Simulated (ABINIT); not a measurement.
# Quasiparticle gap of SiO2 (Stishovite) in ABINIT, part 2 of 3

Wanted: ground state, empty states, screening and self-energy for SiO2 (Stishovite).

ABINIT 10.8.3; LDA and many-body steps on it, plane waves. Known limits of the many-body steps: not at the basis limit; coarse k mesh.

So far. Step 2 (Ground state): The gap is direct, at Γ.

### 3. Bands along the symmetry lines

Level of this step: DFT, LDA, plane waves, norm-conserving pseudopotentials (ABINIT).

The cheap functional maps the bands first; the places of the edges decide which points the dearer methods must see.

run.abi

```
acell 3*1.0 Angstrom
rprim 
  4.177300000000 0.000000000000 0.000000000000
  0.000000000000 4.177300000000 0.000000000000
  0.000000000000 0.000000000000 2.665200000000
ntypat 2
znucl 14 8
natom 6
typat 1 1 2 2 2 2
xred 
  0.000000000000 0.000000000000 0.000000000000
  0.500000000000 0.500000000000 0.500000000000
  0.305900000000 0.305900000000 0.000000000000
  0.194100000000 0.805900000000 0.500000000000
  0.694100000000 0.694100000000 0.000000000000
  0.805900000000 0.194100000000 0.500000000000
pp_dirpath "pseudos"
pseudos "Si.upf, O.upf"
ecut 36
iscf -2
irdden 1
kptopt 0
nkpt 75
kpt 
  0.00000000 0.00000000 0.00000000
  0.00000000 0.06250000 0.00000000
  0.00000000 0.12500000 0.00000000
  0.00000000 0.18750000 0.00000000
  0.00000000 0.25000000 0.00000000
  0.00000000 0.31250000 0.00000000
  0.00000000 0.37500000 0.00000000
  0.00000000 0.43750000 0.00000000
  0.00000000 0.50000000 0.00000000
  0.06250000 0.50000000 0.00000000
  0.12500000 0.50000000 0.00000000
  0.18750000 0.50000000 0.00000000
  0.25000000 0.50000000 0.00000000
  0.31250000 0.50000000 0.00000000
  0.37500000 0.50000000 0.00000000
  0.43750000 0.50000000 0.00000000
  0.50000000 0.50000000 0.00000000
  0.43750000 0.43750000 0.00000000
  0.37500000 0.37500000 0.00000000
  0.31250000 0.31250000 0.00000000
  0.25000000 0.25000000 0.00000000
  0.18750000 0.18750000 0.00000000
  0.12500000 0.12500000 0.00000000
  0.06250000 0.06250000 0.00000000
  0.00000000 0.00000000 0.00000000
  0.00000000 0.00000000 0.06250000
  0.00000000 0.00000000 0.12500000
  0.00000000 0.00000000 0.18750000
  0.00000000 0.00000000 0.25000000
  0.00000000 0.00000000 0.31250000
  0.00000000 0.00000000 0.37500000
  0.00000000 0.00000000 0.43750000
  0.00000000 0.00000000 0.50000000
  0.00000000 0.06250000 0.50000000
  0.00000000 0.12500000 0.50000000
  0.00000000 0.18750000 0.50000000
  0.00000000 0.25000000 0.50000000
  0.00000000 0.31250000 0.50000000
  0.00000000 0.37500000 0.50000000
  0.00000000 0.43750000 0.50000000
  0.00000000 0.50000000 0.50000000
  0.06250000 0.50000000 0.50000000
  0.12500000 0.50000000 0.50000000
  0.18750000 0.50000000 0.50000000
  0.25000000 0.50000000 0.50000000
  0.31250000 0.50000000 0.50000000
  0.37500000 0.50000000 0.50000000
  0.43750000 0.50000000 0.50000000
  0.50000000 0.50000000 0.50000000
  0.43750000 0.43750000 0.50000000
  0.37500000 0.37500000 0.50000000
  0.31250000 0.31250000 0.50000000
  0.25000000 0.25000000 0.50000000
  0.18750000 0.18750000 0.50000000
  0.12500000 0.12500000 0.50000000
  0.06250000 0.06250000 0.50000000
  0.00000000 0.00000000 0.50000000
  0.00000000 0.50000000 0.00000000
  0.00000000 0.50000000 0.06250000
  0.00000000 0.50000000 0.12500000
  0.00000000 0.50000000 0.18750000
  0.00000000 0.50000000 0.25000000
  0.00000000 0.50000000 0.31250000
  0.00000000 0.50000000 0.37500000
  0.00000000 0.50000000 0.43750000
  0.00000000 0.50000000 0.50000000
  0.50000000 0.50000000 0.00000000
  0.50000000 0.50000000 0.06250000
  0.50000000 0.50000000 0.12500000
  0.50000000 0.50000000 0.18750000
  0.50000000 0.50000000 0.25000000
  0.50000000 0.50000000 0.31250000
  0.50000000 0.50000000 0.37500000
  0.50000000 0.50000000 0.43750000
  0.50000000 0.50000000 0.50000000
istwfk *1
nband 28
nbdbuf 7
tolwfr 1e-07
nstep 50
prtwf 0
prtvol 0
indata_prefix "in"
outdata_prefix "out"
tmpdata_prefix "tmp"
```

Command:

```bash
> OMP_NUM_THREADS=1 mpirun -n 4 abinit run.abi > log
```

Numbers of over 12 decimals in the logs are rounded to 6 here.

The program printed:

```text
.Version 10.8.3 of ABINIT. v10.8.2 released Aug 2026.

 Symmetries : space group P4_2/m n m (#136); Bravais tP (primitive tetrag.)
[... echo of the input left out ...]
== DATASET  1 ==================================================================
-   mpi_nproc: 4, omp_nthreads: 1 (-1 if OMP is not activated)

--- !DatasetInfo
iteration_state: {dtset: 1, }
dimensions: {natom: 6, nkpt: 75, mband: 28, nsppol: 1, nspinor: 1, nspden: 1, mpw: 3273, }
cutoff_energies: {ecut:  36.0, pawecutdg:  -1.0, }
electrons: {nelect:   3.20000000E+01, charge:   0.00000000E+00, occopt:   1.00000000E+00, tsmear:   1.00000000E-02, }

 Real(R)+Recip(G) space primitive vectors, cartesian coordinates (Bohr,Bohr^-1):
 R(1)=  7.8939529  0.0000000  0.0000000  G(1)=  0.1266792  0.0000000  0.0000000
 R(2)=  0.0000000  7.8939529  0.0000000  G(2)=  0.0000000  0.1266792  0.0000000
 R(3)=  0.0000000  0.0000000  5.0364981  G(3)=  0.0000000  0.0000000  0.1985507
 Unit cell volume ucvol=  3.1384682E+02 bohr^3
 Angles (23,13,12)=  9.00000000E+01  9.00000000E+01  9.00000000E+01 degrees

 getcut: wavevector=  0.0000  0.0000  0.0000  ngfft=  45  45  30
         ecut(hartree)=     36.000   => boxcut(ratio)=   2.06368

--- Pseudopotential description ------------------------------------------------
- Si Generated using ONCVPSP code by D. R. Hamann
- 14.00000   4.00000  180309                  znucl, zion, pspdat
12 -1012 2 -1 1510                            pspcod,pspxc,lmax,lloc,mmax
     nproj     2     2     2
  pspatm : epsatm=    6.67003958
         --- l  ekb(1:nproj) -->
             0    5.565958    0.856966
             1    2.726111    0.629828
             2   -2.124804   -0.444604
 pspatm: atomic psp has been read  and splines computed

- O Generated using ONCVPSP code by D. R. Hamann
-  8.00000   6.00000  201201                  znucl, zion, pspdat
12 -1012 2 -1 926                             pspcod,pspxc,lmax,lloc,mmax
     nproj     2     2     1
  pspatm : epsatm=    6.27558587
         --- l  ekb(1:nproj) -->
[...]
2   -1.033686
 pspatm: atomic psp has been read  and splines computed

--------------------------------------------------------------------------------

================================================================================
 prteigrs : about to open file out_EIG
 Non-SCF case, kpt    1 (  0.00000  0.00000  0.00000), residuals and eigenvalues=
  4.05E-08  2.61E-08  5.11E-08  2.89E-08  4.66E-08  3.63E-08  4.42E-08  5.92E-08
  6.24E-08  4.22E-08  4.08E-08  6.11E-08  6.17E-08  3.43E-08  3.90E-08  6.40E-08
  3.00E-08  5.90E-08  5.70E-08  4.17E-08  6.48E-08  5.49E-08  1.14E-05  1.31E-05
  2.40E-04  3.76E-03  2.89E-04  1.02E-03
 -5.6576E-01 -4.2781E-01 -4.2781E-01 -4.1921E-01 -1.4497E-01  1.6544E-02
  1.6544E-02  2.1620E-02  5.5407E-02  6.5332E-02  1.3850E-01  1.3850E-01
  1.6186E-01  2.2251E-01  2.2251E-01  2.5573E-01  4.6391E-01  4.9441E-01
[...]
Non-SCF case, kpt   74 (  0.50000  0.50000  0.43750), residuals and eigenvalues=
[...]
Non-SCF case, kpt   75 (  0.50000  0.50000  0.50000), residuals and eigenvalues=
[...]
1.8996E-01  1.8996E-01  1.9827E-01  1.9827E-01  5.1572E-01  5.1572E-01
  6.5303E-01  6.5303E-01  6.7722E-01  6.7722E-01  7.6145E-01  7.6145E-01
[...]
--- !ResultsGS
iteration_state: {dtset: 1, }
comment   : Summary of ground state results
lattice_vectors:
- [  7.8939529,   0.0000000,   0.0000000, ]
- [  0.0000000,   7.8939529,   0.0000000, ]
- [  0.0000000,   0.0000000,   5.0364981, ]
lattice_lengths: [   7.89395,    7.89395,    5.03650, ]
lattice_angles: [ 90.000,  90.000,  90.000, ] # degrees, (23, 13, 12)
lattice_volume:   3.1384682E+02
convergence: {deltae:  0.000E+00, res2:  0.000E+00, residm:  9.970E-08, diffor:  0.000E+00, }
etotal    :  -7.48719969E+01
entropy   :   0.00000000E+00
fermie    :   2.55733456E-01
cartesian_stress_tensor: null
pressure_GPa: null
xred      :
- [  0.0000E+00,   0.0000E+00,   0.0000E+00, Si]
- [  5.0000E-01,   5.0000E-01,   5.0000E-01, Si]
- [  3.0590E-01,   3.0590E-01,   0.0000E+00,  O]
- [  1.9410E-01,   8.0590E-01,   5.0000E-01,  O]
- [  6.9410E-01,   6.9410E-01,   0.0000E+00,  O]
- [  8.0590E-01,   1.9410E-01,   5.0000E-01,  O]
cartesian_forces: null
force_length_stats: {min: null, max: null, mean: null, }

 Integrated electronic density in atomic spheres:
 ------------------------------------------------
 Atom  Sphere_radius  Integrated_density
[...]
================================================================================

 ----iterations are completed or convergence reached----

 Mean square residual over all n,k,spin=   50.054E-09; max=  99.697E-09
 reduced coordinates (array xred) for    6 atoms
[...]
0.694100000000      0.694100000000      0.000000000000
       0.805900000000      0.194100000000      0.500000000000

 cartesian coordinates (angstrom) at end:
[...]
length scales=  1.889726125908  1.889726125908  1.889726125908 bohr
              =  1.000000000000  1.000000000000  1.000000000000 angstroms
 prteigrs : about to open file out_EIG
 Eigenvalues (hartree) for nkpt=  75  k points:
 kpt#   1, nband= 28, wtk=  1.00000, kpt=  0.0000  0.0000  0.0000 (reduced coord)
[...]
kpt#   2, nband= 28, wtk=  1.00000, kpt=  0.0000  0.0625  0.0000 (reduced coord)
[...]
kpt#   3, nband= 28, wtk=  1.00000, kpt=  0.0000  0.1250  0.0000 (reduced coord)
[...]
kpt#  74, nband= 28, wtk=  1.00000, kpt=  0.5000  0.5000  0.4375 (reduced coord)
[...]
0.81569    0.81682    0.82458    0.82608
 kpt#  75, nband= 28, wtk=  1.00000, kpt=  0.5000  0.5000  0.5000 (reduced coord)
[...]
0.08729    0.08729    0.08804    0.08804    0.18996    0.18996    0.19827    0.19827
   0.51572    0.51572    0.65303    0.65303    0.67722    0.67722    0.76145    0.76145
   0.82128    0.82209    0.82997    0.83200

== END DATASET(S) ==============================================================
================================================================================

 -outvars: echo values of variables after computation  --------
            nband          28
             nkpt          75
          spgroup         136
 [... the other variables as echoed above ...]

 Calculation completed.
```

Elapsed: 30 s, on 4 MPI ranks of Arm Neoverse V1, shared host; peak memory 0.35 GiB; 2 min of CPU time.

Numbers from this step:

- gap: 5.665 eV
- k of the valence top: 0, 0, 0
- k of the conduction bottom: 0, 0, 0
- least direct gap: 5.665 eV

The gap is 5.665 eV, as in the run before at this level.

The electronic bands at the labelled points (eV, zero at the top of the highest filled band):

| point | band 13 | band 14 | band 15 | band 16 | band 17 | band 18 | band 19 | band 20 |
| --- | --- | --- | --- | --- | --- | --- | --- | --- |
| Γ | -2.55 | -0.90 | -0.90 | 0.00 | 5.66 | 6.49 | 8.41 | 8.41 |
| halfway | -2.52 | -2.09 | -1.00 | -0.46 | 6.50 | 7.03 | 8.58 | 8.59 |
| X | -2.74 | -2.74 | -1.08 | -1.08 | 7.65 | 7.65 | 8.95 | 8.95 |
| halfway | -2.98 | -2.98 | -1.49 | -1.49 | 7.43 | 7.43 | 9.43 | 9.43 |
| M | -2.71 | -2.71 | -2.31 | -2.31 | 7.31 | 7.31 | 9.92 | 9.92 |
| halfway | -2.62 | -2.50 | -1.48 | -0.81 | 6.71 | 7.52 | 8.55 | 9.35 |
| Γ | -2.55 | -0.90 | -0.90 | 0.00 | 5.66 | 6.49 | 8.41 | 8.41 |
| halfway | -4.41 | -1.54 | -1.54 | -0.81 | 7.41 | 9.66 | 9.97 | 11.13 |
| Z | -3.14 | -3.14 | -2.71 | -2.71 | 8.92 | 8.92 | 12.42 | 12.42 |
| halfway | -2.85 | -2.85 | -2.29 | -2.29 | 8.82 | 8.82 | 10.70 | 10.70 |
| R | -2.33 | -2.33 | -1.78 | -1.78 | 8.61 | 8.61 | 9.77 | 9.77 |
| halfway | -2.29 | -2.29 | -1.65 | -1.65 | 7.60 | 7.60 | 10.54 | 10.54 |
| A | -1.79 | -1.79 | -1.56 | -1.56 | 7.07 | 7.07 | 10.81 | 10.81 |
| halfway | -2.60 | -2.50 | -2.37 | -1.86 | 7.89 | 8.38 | 10.45 | 11.54 |
| Z | -3.14 | -3.14 | -2.71 | -2.71 | 8.92 | 8.92 | 12.42 | 12.42 |
| jump to X | -2.74 | -2.74 | -1.08 | -1.08 | 7.65 | 7.65 | 8.95 | 8.95 |
| halfway | -2.92 | -2.92 | -1.45 | -1.45 | 8.96 | 8.96 | 10.40 | 10.40 |
| R | -2.33 | -2.33 | -1.78 | -1.78 | 8.61 | 8.61 | 9.77 | 9.77 |
| jump to M | -2.71 | -2.71 | -2.31 | -2.31 | 7.31 | 7.31 | 9.92 | 9.92 |
| halfway | -1.95 | -1.95 | -1.75 | -1.75 | 8.03 | 8.03 | 11.32 | 11.32 |
| A | -1.79 | -1.79 | -1.56 | -1.56 | 7.07 | 7.07 | 10.81 | 10.81 |

### 4. Empty states on the mesh, 4×4×4 mesh, 164 bands

The sums over transitions need many empty states on a uniform mesh; this step solves for them.

run.abi

```
acell 3*1.0 Angstrom
rprim 
  4.177300000000 0.000000000000 0.000000000000
  0.000000000000 4.177300000000 0.000000000000
  0.000000000000 0.000000000000 2.665200000000
ntypat 2
znucl 14 8
natom 6
typat 1 1 2 2 2 2
xred 
  0.000000000000 0.000000000000 0.000000000000
  0.500000000000 0.500000000000 0.500000000000
  0.305900000000 0.305900000000 0.000000000000
  0.194100000000 0.805900000000 0.500000000000
  0.694100000000 0.694100000000 0.000000000000
  0.805900000000 0.194100000000 0.500000000000
pp_dirpath "pseudos"
pseudos "Si.upf, O.upf"
ecut 36
ngkpt 4 4 4
nshiftk 1
shiftk 0 0 0
kptopt 1
chksymbreak 0
irdden 1
istwfk *1
nband 164
prtvol 0
optdriver 6
gwr_task "HDIAGO"
paral_kgb 0
occopt 1
indata_prefix "in"
outdata_prefix "out"
tmpdata_prefix "tmp"
```

The program printed:

```text
[banner, memory and clock lines left out]
.Version 10.8.3 of ABINIT. v10.8.2 released Aug 2026.

 Symmetries : space group P4_2/m n m (#136); Bravais tP (primitive tetrag.)
[... echo of the input left out ...]
== DATASET  1 ==================================================================
-   mpi_nproc: 4, omp_nthreads: 1 (-1 if OMP is not activated)

--- !DatasetInfo
iteration_state: {dtset: 1, }
dimensions: {natom: 6, nkpt: 18, mband: 164, nsppol: 1, nspinor: 1, nspden: 1, mpw: 3273, }
cutoff_energies: {ecut:  36.0, pawecutdg:  -1.0, }
electrons: {nelect:   3.20000000E+01, charge:   0.00000000E+00, occopt:   1.00000000E+00, tsmear:   1.00000000E-02, }

.Using double precision arithmetic; gwpc =  8

- Reading GS density from: in_DEN

--- Pseudopotential description ------------------------------------------------
- Si Generated using ONCVPSP code by D. R. Hamann
- 14.00000   4.00000  180309                  znucl, zion, pspdat
12 -1012 2 -1 1510                            pspcod,pspxc,lmax,lloc,mmax
     nproj     2     2     2
  pspatm : epsatm=    6.67003958
         --- l  ekb(1:nproj) -->
             0    5.565958    0.856966
             1    2.726111    0.629828
             2   -2.124804   -0.444604
 pspatm: atomic psp has been read  and splines computed

- O Generated using ONCVPSP code by D. R. Hamann
-  8.00000   6.00000  201201                  znucl, zion, pspdat
12 -1012 2 -1 926                             pspcod,pspxc,lmax,lloc,mmax
     nproj     2     2     1
  pspatm : epsatm=    6.27558587
         --- l  ekb(1:nproj) -->
             0    6.026028    0.816167
             1   -4.798959   -1.172522
             2   -1.033686
 pspatm: atomic psp has been read  and splines computed

   1.23015752E+03                                ecore*ucvol(ha*bohr**3)

 Total charge density [el/Bohr^3]
)     Maximum=    1.0144E+00  at reduced coord.    0.2444    0.8444    0.5000
)     Minimum=    8.4002E-04  at reduced coord.    0.0000    0.0000    0.0000
   Integrated=    3.2000E+01

 === KS gaps after direct diagonalization ===
 Direct band gap semiconductor
 Fundamental gap:     5.665 (eV)
   VBM:     6.959 (eV) at k: [ 0.0000E+00,  0.0000E+00,  0.0000E+00]
   CBM:    12.624 (eV) at k: [ 0.0000E+00,  0.0000E+00,  0.0000E+00]
 Direct gap:         5.665 (eV) at k: [ 0.0000E+00,  0.0000E+00,  0.0000E+00]

== END DATASET(S) ==============================================================

 -outvars: echo values of variables after computation  --------
           etotal      0.0000000000E+00
            nband         164
             nkpt          18
          spgroup         136
 [... the other variables as echoed above ...]

 Calculation completed.
```

The job ended after 2.3 min (4 MPI ranks; peak memory 2.5 GiB; 9.1 min of CPU time).

Numbers from this step:

```yaml
gap: 5.665 eV
k_of_the_valence_top: 0, 0, 0
k_of_the_conduction_bottom: 0, 0, 0
least_direct_gap: 5.665 eV
k_points_computed: 18
lowest_point_of_the_top_converged_band_above_the_valence_top: 106.2432 eV
```

On this mesh the gap is 5.665 eV.

### 5. Screening, 4×4×4 mesh, 156 bands, screening to 179.6 eV

The RPA dielectric matrix is built and inverted for each q.

This step: RPA screening on LDA, plane waves, norm-conserving pseudopotentials.

run.abi, as its differences from that of step 4:

```diff
@@ -24,10 +24,11 @@
 chksymbreak 0
-irdden 1
 istwfk *1
-nband 164
-prtvol 0
-optdriver 6
-gwr_task "HDIAGO"
-paral_kgb 0
 occopt 1
+irdwfk 1
+optdriver 3
+nband 156
+ecuteps 6.6
+inclvkb 2
+awtr 1
+symchi 1
 indata_prefix "in"
```

The program printed:

```text
.Version 10.8.3 of ABINIT. v10.8.2 released Aug 2026.

 Symmetries : space group P4_2/m n m (#136); Bravais tP (primitive tetrag.)
[... echo of the input left out ...]
== DATASET  1 ==================================================================
-   mpi_nproc: 4, omp_nthreads: 1 (-1 if OMP is not activated)

--- !DatasetInfo
iteration_state: {dtset: 1, }
dimensions: {natom: 6, nkpt: 18, mband: 156, nsppol: 1, nspinor: 1, nspden: 1, mpw: 3273, }
cutoff_energies: {ecut:  36.0, pawecutdg:  -1.0, }
electrons: {nelect:   3.20000000E+01, charge:   0.00000000E+00, occopt:   1.00000000E+00, tsmear:   1.00000000E-02, }

 SCREENING: Calculation of the susceptibility and dielectric matrices

 Based on a program developped by R.W. Godby, V. Olevano, G. Onida, and L. Reining.
 Incorporated in ABINIT by V. Olevano, G.-M. Rignanese, and M. Torrent.
.Using double precision arithmetic ; gwpc =  8

[... cell and pseudopotentials left out ...]
--------------------------------------------------------------------------------

 ==== K-mesh for the wavefunctions ====
 Number of points in the irreducible wedge :    18
[... list of points left out ...]
 Together with 16 symmetry operations and time-reversal symmetry
 yields    64 points in the full Brillouin Zone.

 ==== Q-mesh for the screening function ====
 Number of points in the irreducible wedge :    18
[... list of points left out ...]
 Together with 16 symmetry operations and time-reversal symmetry
 yields    64 points in the full Brillouin Zone.

 setmesh: FFT mesh size selected  =    32x   32x   20
          total number of points  =        20480

 vcoul_init : cutoff-mode = AUXILIARY_FUNCTION
 q-points for optical limit:   1
     1)      0.000010    0.000020    0.000030

- screening: taking advantage of time-reversal symmetry
- Maximum band index for partially occupied states nbvw = 16
- Remaining bands to be divided among processors   nbcw = 140
- Number of bands treated by each node ~35

 Number of electrons calculated from density =   32.0000; Expected =   32.0000
 average of density, n =  0.101961
 r_s =    1.3279
 omega_plasma =   30.8015 [eV]

 calculating chi0 at frequencies [eV] :
  1    0.000000E+00    0.000000E+00
  2    0.000000E+00    3.080149E+01

--------------------------------------------------------------------------------
  q-point number  1        q = ( 0.000000, 0.000000, 0.000000) [r.l.u.]
--------------------------------------------------------------------------------
[... chi0 elements left out ...]
 For q-point:  0.000010 0.000020 0.000030
  dielectric constant =   3.4340
  dielectric constant without local fields =   3.7063

  Average fulfillment of the sum rule on Im[epsilon] for q-point    1 :     76.57  [%]
[... wings left out ...]
  q-point number  2        q = ( 0.250000, 0.000000, 0.000000) [r.l.u.]
--------------------------------------------------------------------------------
[... chi0 elements left out ...]
  Average fulfillment of the sum rule on Im[epsilon] for q-point    2 :     85.59  [%]

 [... 16 further q-points ...]
```

Elapsed: 2.7 min, on 4 MPI ranks; peak memory 1.7 GiB.

Numbers from this step:

| Property | Result |
| --- | --- |
| ε∞ with local fields, on this mesh, along the program's q direction | 3.434 |
| the same without local fields | 3.706 |
| plasma frequency | 30.80 eV |
| plane waves in the screening matrix | 265 |

Local fields lower ε∞ by 7 %. On a Γ-centred mesh this coarse the value itself is usually too large, while a short band sum pulls it down.

(Continued in part 3 of 3.)

[Paths, hosts, dates, memory and timing lines, banners, echoed tables and standing remarks are left out of the program output.]

[Logs are printed without paths, hosts, clocks, repeated set-up lines and the standing remarks that a program may print on its own settings, such as how far it seeks lower states.]

[Runs of the session that timed out or met a known fault of the program may be left out.]

[Hosts, paths, dates, database ids (printed as entryN), source tags and the programs' standing remarks are cut or masked in the printed files.]

[G0W0 gaps are taken among the corrected bands and points alone; a level outside them can change the order at an edge.]

[Where Ansatz stands beside ABINIT at settings called matched, ABINIT's density can come from a denser mesh and the files from another edition; pairs whose starting gaps differed by over 0.03 eV were left out, so agreement reads better than it is.]
